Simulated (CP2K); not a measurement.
Consider 2-nitrosopyrrole at its PBE geometry (Å).

```xyz
11

O     2.7128   -0.9801    0.5242
N     2.2540    0.0691   -0.0008
C     0.8723    0.1115   -0.0457
C     0.0488    1.1303   -0.5555
C    -1.2821    0.7189   -0.3697
C    -1.2487   -0.5390    0.2482
N     0.0496   -0.8923    0.4366
H     0.4111    2.0480   -1.0056
H    -2.1821    1.2582   -0.6440
H    -2.0631   -1.1867    0.5563
H     0.4274   -1.7380    0.8561
```

Method: CP2K XAS_TDP, all-electron GAPW, PBEh(45%), aug-cc-pVDZ, TDA, GW2X-corrected core level, no relativity.

Question: Predict the bright core excitations at the C K edge.

Leading lines: C3 289.61 eV, C4 286.32 eV, C5 288.17 eV and C6 287.23 eV. The leading line of an atom is its first one with 35 % of the strongest within 2.5 eV of its lowest line over the strength cut. Core ionisation energies at this level: C4 292.42, C5 292.21, C3 293.09 and C6 293.38 eV.

The first six lines of each atom with a strength over 0.0015:

```tsv
atom	energy (eV)	states	strength, one atom	above the computed threshold
C3 (bonded to C and 2 N)	287.40	1	0.0023	
	289.61	1	0.0572	
	291.39	1	0.0024	
	292.52	1	0.0051	
	293.48	1	0.0044	yes
	293.71	1	0.0244	yes
C4 (bonded to 2 C and H)	286.32	1	0.0413	
	290.20	1	0.0110	
	290.55	1	0.0083	
	291.23	1	0.0038	
	291.27	1	0.0038	
	291.76	1	0.0034	
C5 (bonded to 2 C and H)	287.59	1	0.0039	
	288.17	1	0.0485	
	290.12	1	0.0095	
	290.98	1	0.0020	
	291.61	1	0.0029	
	291.68	1	0.0020	
C6 (bonded to C, N and H)	287.23	1	0.0474	
	290.69	1	0.0109	
	290.95	1	0.0133	
	292.05	1	0.0021	
	292.28	1	0.0017	
	292.69	1	0.0038
```

Lines are vertical, at one geometry, with no vibrational structure. GW2X ionisation energies and lines can be off by 1 to 2 eV either way, and a good line position may hide errors that cancel. These values hold no scalar relativity, about 0.1 eV for C 1s. Rydberg lines, and the discretised continuum above threshold, depend on the basis and the box.

[Banner, clock and machine lines of the logs are left out without a mark of their own.]

[Logs are printed without paths, hosts, clocks, repeated set-up lines and the standing remarks that a program may print on its own settings, such as how far it seeks lower states.]

[Hosts, paths, dates, database ids (printed as entryN), source tags and the programs' standing remarks are cut or masked in the printed files.]
